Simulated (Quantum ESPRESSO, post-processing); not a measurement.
# 1T-SnO2, 1 layer, stepped through biaxial strain, part 6 of 6

Aim: how the results for 1T-SnO2, 1 layer change with biaxial strain.

Quantum ESPRESSO 7.5; plane-wave DFT, PBE, GBRV ultrasoft pseudopotentials.

So far. Step 9 (Relaxing the ions, 3 %): The relaxation lowers the energy by 7 meV an atom.

**11. Relaxing the ions, 4 %**

m8.relax.in

```
&control
  prefix = 'm8.relax'
  outdir = './out'
  pseudo_dir = './pseudo'
  nstep = 40
  forc_conv_thr = 0.0003
  calculation = 'relax'
  tstress = .true.
/
&system
  ibrav = 0
  nat = 3
  ntyp = 2
  ecutwfc = 50
  ecutrho = 250
  occupations = 'smearing'
  smearing = 'fd'
  degauss = 0.002
/
&electrons
  conv_thr = 1e-09
  mixing_beta = 0.4
  electron_maxstep = 120
  mixing_mode = 'plain'
/
&ions
/
ATOMIC_SPECIES
  O   15.9990  o_pbe_v1.2.uspp.F.UPF
  Sn  118.7100  sn_pbe_v1.4.uspp.F.UPF
CELL_PARAMETERS angstrom
  3.34236293456000 0.00000000000000 0.00000000000000
  -1.67118146728000 2.89457120992000 0.00000000000000
  0.00000000000000 0.00000000000000 16.78885438200000
ATOMIC_POSITIONS crystal
  O   0.666666666700 0.333333333300 0.439298387300
  Sn  0.000000000000 0.000000000000 0.500000000000
  O   0.333333333300 0.666666666700 0.560701612700
K_POINTS automatic
  12 12 1 0 0 0
```

Started as:

```
$ OMP_NUM_THREADS=1 mpirun -n 4 pw.x -nk 4 -in m8.relax.in > m8.relax.out
```

Output:

```text
[banner, memory and clock lines left out]
Program PWSCF v.7.5 starts
[...]
Message from routine setup:
[...]
number of electrons       =        26.00
     number of Kohn-Sham states=           17
     kinetic-energy cutoff     =      50.0000  Ry
     charge density cutoff     =     250.0000  Ry
[...]
number of k points=    19  Fermi-Dirac smearing, width (Ry)=  0.0020
[...]
Dense  grid:    73047 G-vectors     FFT dimensions: (  32,  32, 160)
[...]
negative rho (up, down):  8.585E-04 0.000E+00
     Starting wfcs are   17 randomized atomic wfcs
[...]
negative rho (up, down):  2.099E-04 0.000E+00
[...]
estimated scf accuracy    <       0.86087512 Ry
[...]
negative rho (up, down):  1.667E-04 0.000E+00
[...]
estimated scf accuracy    <       0.10405292 Ry
[...]
negative rho (up, down):  3.072E-04 0.000E+00
[...]
estimated scf accuracy    <       0.01435130 Ry
[...]
negative rho (up, down):  4.297E-04 0.000E+00
[...]
estimated scf accuracy    <       0.00169176 Ry
[...]
negative rho (up, down):  4.979E-04 0.000E+00
[...]
estimated scf accuracy    <       0.00018892 Ry
[...]
negative rho (up, down):  5.346E-04 0.000E+00
[...]
estimated scf accuracy    <       0.00005975 Ry
[...]
negative rho (up, down):  5.568E-04 0.000E+00
[...]
estimated scf accuracy    <       0.00000943 Ry
[...]
negative rho (up, down):  5.706E-04 0.000E+00
[...]
estimated scf accuracy    <       0.00000072 Ry
[...]
negative rho (up, down):  5.788E-04 0.000E+00
[...]
estimated scf accuracy    <       0.00000020 Ry
[...]
negative rho (up, down):  5.837E-04 0.000E+00
[...]
estimated scf accuracy    <       0.00000007 Ry
[...]
negative rho (up, down):  5.867E-04 0.000E+00
[...]
estimated scf accuracy    <          9.1E-09 Ry
[...]
negative rho (up, down):  5.885E-04 0.000E+00
[...]
estimated scf accuracy    <          1.5E-09 Ry
[...]
negative rho (up, down):  5.896E-04 0.000E+00
[...]
estimated scf accuracy    <          1.3E-09 Ry
[...]
negative rho (up, down):  5.912E-04 0.000E+00
[...]
the Fermi energy is    -3.0462 ev
!    total energy              =    -223.86476787 Ry
     estimated scf accuracy    <          1.9E-12 Ry
     smearing contrib. (-TS)   =      -0.00000000 Ry
     internal energy E=F+TS    =    -223.86476787 Ry
[...]
one-electron contribution =    -950.76027991 Ry
     hartree contribution      =     483.07139435 Ry
     xc contribution           =     -57.59284384 Ry
     ewald contribution        =     301.41696154 Ry
     convergence has been achieved in  14 iterations
     negative rho (up, down):  5.912E-04 0.000E+00
[...]
Total force =     0.034947     Total SCF correction =     0.000004
[...]
negative rho (up, down):  5.912E-04 0.000E+00
[...]
negative rho (up, down):  6.417E-04 0.000E+00
[...]
negative rho (up, down):  5.975E-04 0.000E+00
[...]
estimated scf accuracy    <       0.00015787 Ry
[...]
negative rho (up, down):  5.849E-04 0.000E+00
[...]
estimated scf accuracy    <       0.00001745 Ry
[...]
negative rho (up, down):  5.832E-04 0.000E+00
[...]
estimated scf accuracy    <       0.00000209 Ry
[...]
negative rho (up, down):  5.842E-04 0.000E+00
[...]
estimated scf accuracy    <       0.00000038 Ry
[...]
negative rho (up, down):  5.856E-04 0.000E+00
[...]
estimated scf accuracy    <       0.00000003 Ry
[...]
negative rho (up, down):  5.868E-04 0.000E+00
[...]
estimated scf accuracy    <          8.8E-09 Ry
[...]
negative rho (up, down):  5.889E-04 0.000E+00
[...]
the Fermi energy is    -3.0515 ev
!    total energy              =    -223.86585242 Ry
     estimated scf accuracy    <          2.1E-10 Ry
     smearing contrib. (-TS)   =      -0.00000000 Ry
     internal energy E=F+TS    =    -223.86585242 Ry
[...]
one-electron contribution =    -953.64379945 Ry
     hartree contribution      =     484.54431962 Ry
     xc contribution           =     -57.60826344 Ry
     ewald contribution        =     302.84189085 Ry
     convergence has been achieved in   7 iterations
     negative rho (up, down):  5.889E-04 0.000E+00
[...]
Total force =     0.027116     Total SCF correction =     0.000015
[...]
negative rho (up, down):  5.889E-04 0.000E+00
[...]
negative rho (up, down):  6.543E-04 0.000E+00
[...]
negative rho (up, down):  5.983E-04 0.000E+00
[...]
estimated scf accuracy    <       0.00019101 Ry
[...]
negative rho (up, down):  5.814E-04 0.000E+00
[...]
estimated scf accuracy    <       0.00002071 Ry
[...]
negative rho (up, down):  5.778E-04 0.000E+00
[...]
estimated scf accuracy    <       0.00000251 Ry
[...]
negative rho (up, down):  5.779E-04 0.000E+00
[...]
estimated scf accuracy    <       0.00000045 Ry
[...]
negative rho (up, down):  5.790E-04 0.000E+00
[...]
estimated scf accuracy    <       0.00000004 Ry
[...]
negative rho (up, down):  5.801E-04 0.000E+00
[...]
estimated scf accuracy    <       0.00000001 Ry
[...]
negative rho (up, down):  5.808E-04 0.000E+00
[...]
estimated scf accuracy    <          2.0E-10 Ry
[...]
negative rho (up, down):  5.813E-04 0.000E+00
[...]
estimated scf accuracy    <          2.3E-10 Ry
[...]
negative rho (up, down):  5.821E-04 0.000E+00
[...]
the Fermi energy is    -2.9750 ev
!    total energy              =    -223.86672655 Ry
     estimated scf accuracy    <          2.6E-12 Ry
     smearing contrib. (-TS)   =      -0.00000000 Ry
     internal energy E=F+TS    =    -223.86672655 Ry
[...]
one-electron contribution =    -956.80403801 Ry
     hartree contribution      =     486.15950386 Ry
     xc contribution           =     -57.62521392 Ry
     ewald contribution        =     304.40302151 Ry
     convergence has been achieved in   9 iterations
     negative rho (up, down):  5.821E-04 0.000E+00
[...]
Total force =     0.018346     Total SCF correction =     0.000001
[...]
negative rho (up, down):  5.821E-04 0.000E+00
[...]
negative rho (up, down):  7.358E-04 0.000E+00
[...]
negative rho (up, down):  6.113E-04 0.000E+00
[...]
estimated scf accuracy    <       0.00043404 Ry
[...]
negative rho (up, down):  5.694E-04 0.000E+00
[...]
estimated scf accuracy    <       0.00004600 Ry
[...]
negative rho (up, down):  5.603E-04 0.000E+00
[...]
estimated scf accuracy    <       0.00000563 Ry
[...]
negative rho (up, down):  5.611E-04 0.000E+00
[...]
estimated scf accuracy    <       0.00000099 Ry
[...]
negative rho (up, down):  5.641E-04 0.000E+00
[...]
estimated scf accuracy    <       0.00000006 Ry
[...]
negative rho (up, down):  5.666E-04 0.000E+00
[...]
estimated scf accuracy    <          9.7E-09 Ry
[...]
negative rho (up, down):  5.684E-04 0.000E+00
[...]
estimated scf accuracy    <          4.0E-10 Ry
[...]
negative rho (up, down):  5.696E-04 0.000E+00
[...]
estimated scf accuracy    <          6.6E-10 Ry
[...]
negative rho (up, down):  5.716E-04 0.000E+00
[...]
the Fermi energy is    -2.9208 ev
!    total energy              =    -223.86739920 Ry
     estimated scf accuracy    <          4.0E-12 Ry
     smearing contrib. (-TS)   =      -0.00000000 Ry
     internal energy E=F+TS    =    -223.86739920 Ry
[...]
one-electron contribution =    -961.52021231 Ry
     hartree contribution      =     488.57174752 Ry
     xc contribution           =     -57.65064607 Ry
     ewald contribution        =     306.73171166 Ry
     convergence has been achieved in   9 iterations
     negative rho (up, down):  5.716E-04 0.000E+00
[...]
Total force =     0.004928     Total SCF correction =     0.000004
[...]
negative rho (up, down):  5.716E-04 0.000E+00
[...]
negative rho (up, down):  5.927E-04 0.000E+00
[...]
negative rho (up, down):  5.737E-04 0.000E+00
[...]
estimated scf accuracy    <       0.00005791 Ry
[...]
negative rho (up, down):  5.679E-04 0.000E+00
[...]
estimated scf accuracy    <       0.00000756 Ry
[...]
negative rho (up, down):  5.669E-04 0.000E+00
[...]
estimated scf accuracy    <       0.00000090 Ry
[...]
negative rho (up, down):  5.672E-04 0.000E+00
[...]
estimated scf accuracy    <       0.00000014 Ry
[...]
negative rho (up, down):  5.678E-04 0.000E+00
[...]
estimated scf accuracy    <       0.00000002 Ry
[...]
negative rho (up, down):  5.682E-04 0.000E+00
[...]
estimated scf accuracy    <          4.5E-09 Ry
[...]
negative rho (up, down):  5.685E-04 0.000E+00
[...]
estimated scf accuracy    <          2.0E-10 Ry
[...]
negative rho (up, down):  5.687E-04 0.000E+00
[...]
estimated scf accuracy    <          2.2E-10 Ry
[...]
negative rho (up, down):  5.690E-04 0.000E+00
[...]
the Fermi energy is    -2.9156 ev
!    total energy              =    -223.86745046 Ry
     estimated scf accuracy    <          3.2E-12 Ry
     smearing contrib. (-TS)   =      -0.00000000 Ry
     internal energy E=F+TS    =    -223.86745046 Ry
[...]
one-electron contribution =    -963.24462688 Ry
     hartree contribution      =     489.45432304 Ry
     xc contribution           =     -57.65998310 Ry
     ewald contribution        =     307.58283648 Ry
     convergence has been achieved in   9 iterations
     negative rho (up, down):  5.690E-04 0.000E+00
[...]
Total force =     0.000091     Total SCF correction =     0.000005
[...]
negative rho (up, down):  5.690E-04 0.000E+00
[...]
```

Elapsed: 45 s, on 4 MPI ranks of Intel Xeon Platinum 8488C (Sapphire Rapids), shared host; peak memory 0.61 GiB; 3 min of CPU time.

Relaxation path:

| step | energy less that of the first step (eV) | largest force (eV/Å) |
| --- | --- | --- |
| 1 | 0.0000 | 0.6353 |
| 2 | -0.0148 | 0.4930 |
| 3 | -0.0266 | 0.3335 |
| 4 | -0.0358 | 0.0896 |
| 5 | -0.0365 | 0.0016 |

The atoms that moved most (Å):

| atom | dx | dy | dz | length |
| --- | --- | --- | --- | --- |
| O1 | 0.000 | 0.000 | 0.057 | 0.057 |
| O3 | 0.000 | 0.000 | -0.057 | 0.057 |

The relaxed structure:

```xyz
3
Lattice="3.3424 0.0000 0.0000 -1.6712 2.8946 0.0000 0.0000 0.0000 16.7889" Properties=species:S:1:pos:R:3
O     1.6712    0.9649    7.4323
Sn    0.0000    0.0000    8.3944
O     0.0000    1.9297    9.3566
```

The relaxation lowers the energy by 12 meV an atom.

Numbers from this step:

* free energy: -3045.8718 eV
* Fermi energy: -2.916 eV

**12. Self-consistent run, 4 %**

m8.scf.in

```
&control
  prefix = 'm8.scf'
  outdir = './out'
  pseudo_dir = './pseudo'
  calculation = 'scf'
  tprnfor = .true.
/
&system
  ibrav = 0
  nat = 3
  ntyp = 2
  ecutwfc = 40
  ecutrho = 200
  occupations = 'smearing'
  smearing = 'fd'
  degauss = 0.002
  nbnd = 17
/
&electrons
  conv_thr = 1e-09
  mixing_beta = 0.4
  electron_maxstep = 120
  mixing_mode = 'plain'
/
ATOMIC_SPECIES
  O   15.9990  o_pbe_v1.2.uspp.F.UPF
  Sn  118.7100  sn_pbe_v1.4.uspp.F.UPF
CELL_PARAMETERS angstrom
  3.34236293456000 0.00000000000000 0.00000000000000
  -1.67118146728000 2.89457120992000 0.00000000000000
  0.00000000000000 0.00000000000000 16.78885438200000
ATOMIC_POSITIONS crystal
  O   0.666666666700 0.333333333300 0.442691154400
  Sn  0.000000000000 0.000000000000 0.500000000000
  O   0.333333333300 0.666666666700 0.557308845600
K_POINTS automatic
  12 12 1 0 0 0
```

Started as:

```
$ OMP_NUM_THREADS=1 mpirun -n 4 pw.x -nk 4 -in m8.scf.in > m8.scf.out
```

Output:

```text
[banner, memory and clock lines left out]
Program PWSCF v.7.5 starts
[...]
Message from routine setup:
[...]
number of electrons       =        26.00
     number of Kohn-Sham states=           17
     kinetic-energy cutoff     =      40.0000  Ry
     charge density cutoff     =     200.0000  Ry
[...]
number of k points=    19  Fermi-Dirac smearing, width (Ry)=  0.0020
[...]
Dense  grid:    52385 G-vectors     FFT dimensions: (  30,  30, 144)
[...]
negative rho (up, down):  2.558E-04 0.000E+00
     Starting wfcs are   17 randomized atomic wfcs
[...]
negative rho (up, down):  1.122E-04 0.000E+00
[...]
estimated scf accuracy    <       0.86400285 Ry
[...]
negative rho (up, down):  1.267E-04 0.000E+00
[...]
estimated scf accuracy    <       0.09425289 Ry
[...]
negative rho (up, down):  1.831E-04 0.000E+00
[...]
estimated scf accuracy    <       0.01413296 Ry
[...]
negative rho (up, down):  2.483E-04 0.000E+00
[...]
estimated scf accuracy    <       0.00170786 Ry
[...]
negative rho (up, down):  2.538E-04 0.000E+00
[...]
estimated scf accuracy    <       0.00018867 Ry
[...]
negative rho (up, down):  2.408E-04 0.000E+00
[...]
estimated scf accuracy    <       0.00011631 Ry
[...]
negative rho (up, down):  2.380E-04 0.000E+00
[...]
estimated scf accuracy    <       0.00002023 Ry
[...]
negative rho (up, down):  2.379E-04 0.000E+00
[...]
estimated scf accuracy    <       0.00000071 Ry
[...]
negative rho (up, down):  2.383E-04 0.000E+00
[...]
estimated scf accuracy    <       0.00000044 Ry
[...]
negative rho (up, down):  2.387E-04 0.000E+00
[...]
estimated scf accuracy    <       0.00000026 Ry
[...]
negative rho (up, down):  2.390E-04 0.000E+00
[...]
estimated scf accuracy    <       0.00000007 Ry
[...]
negative rho (up, down):  2.392E-04 0.000E+00
[...]
estimated scf accuracy    <          2.3E-09 Ry
[...]
negative rho (up, down):  2.394E-04 0.000E+00
[...]
estimated scf accuracy    <          2.4E-09 Ry
[...]
negative rho (up, down):  2.396E-04 0.000E+00
[...]
the Fermi energy is    -2.9064 ev
!    total energy              =    -223.86045506 Ry
     estimated scf accuracy    <          1.8E-12 Ry
     smearing contrib. (-TS)   =      -0.00000000 Ry
     internal energy E=F+TS    =    -223.86045506 Ry
[...]
one-electron contribution =    -963.23967877 Ry
     hartree contribution      =     489.45763382 Ry
     xc contribution           =     -57.66124662 Ry
     ewald contribution        =     307.58283651 Ry
     convergence has been achieved in  14 iterations
     negative rho (up, down):  2.396E-04 0.000E+00
[...]
Total force =     0.000428     Total SCF correction =     0.000001
[...]
```

Run time: 9.4 s. Hardware: 4 MPI ranks; peak memory 0.42 GiB; 37 s of CPU time.

Numbers from this step:

* free energy: -3045.7767 eV
* Fermi energy: -2.906 eV
* valence top, on the run's zero: -4.175 eV
* conduction bottom, on the run's zero: -2.196 eV
* gap by band count: 1.979 eV

**13. The series side by side**

The series in one table, energies over the lowest:

| biaxial strain | energy (eV) | gap along the path (eV) | upper vacuum level over the valence top of the mesh (eV) | lower vacuum level over that top (eV) |
| --- | --- | --- | --- | --- |
| -4 % | 0.1994 | 3.35 | 8.769 | 8.769 |
| -3 % | 0.1168 | 3.191 | 8.67 | 8.67 |
| -2 % | 0.0570 | 3.026 | 8.57 | 8.57 |
| -1 % | 0.0185 | 2.856 | 8.47 | 8.47 |
| 0 % | 0.0000 | 2.683 | 8.371 | 8.371 |
| 1 % | 0.0003 | 2.507 | 8.273 | 8.273 |
| 2 % | 0.0185 | 2.33 | 8.176 | 8.176 |
| 3 % | 0.0528 | 2.154 | 8.082 | 8.082 |
| 4 % | 0.1027 | 1.979 | 7.989 | 7.989 |

**14. By hand**

A parabola through the energies within ±2 % has E = 94.44 eV × ε² -0.953 eV × ε; for the curvature, over A = 8.945 Å² this is 94.44 × 1/8.945 × 16.02 = 169 N/m.

**15. Outcome**

- C11 + C12: 169 N/m
- gap along the path, at -4 % and at 4 %: 3.35, 1.98 eV
- upper vacuum level over the valence top of the mesh, at -4 % and at 4 %: 8.77, 7.99 eV
- lower vacuum level over that top, at -4 % and at 4 %: 8.77, 7.99 eV

**Reading.** The series holds 9 members; C11 + C12: 169 N/m (PBE, GBRV ultrasoft). The energy is lowest at +0.5 % strain. From -4 % to 4 % the gap along the path falls from 3.35 to 1.98 eV. From -4 % to 4 % the upper vacuum level over the valence top of the mesh falls from 8.77 to 7.99 eV. From -4 % to 4 % the lower vacuum level over that top falls from 8.77 to 7.99 eV. Semilocal gaps are too small; the 1×1 cell can't ripple over many cells under compression as a free sheet would. No spin-orbit coupling.

[Logs are printed without paths, hosts, clocks, repeated set-up lines and the standing remarks that a program may print on its own settings, such as how far it seeks lower states.]

[Hosts, paths, dates, database ids (printed as entryN), source tags and the programs' standing remarks are cut or masked in the printed files.]

[Maps of the electrostatic potential energy from Ansatz leave out the sawtooth potential of an applied field or a dipole correction, so their vacuum need not be flat; planar profiles and work functions include it.]
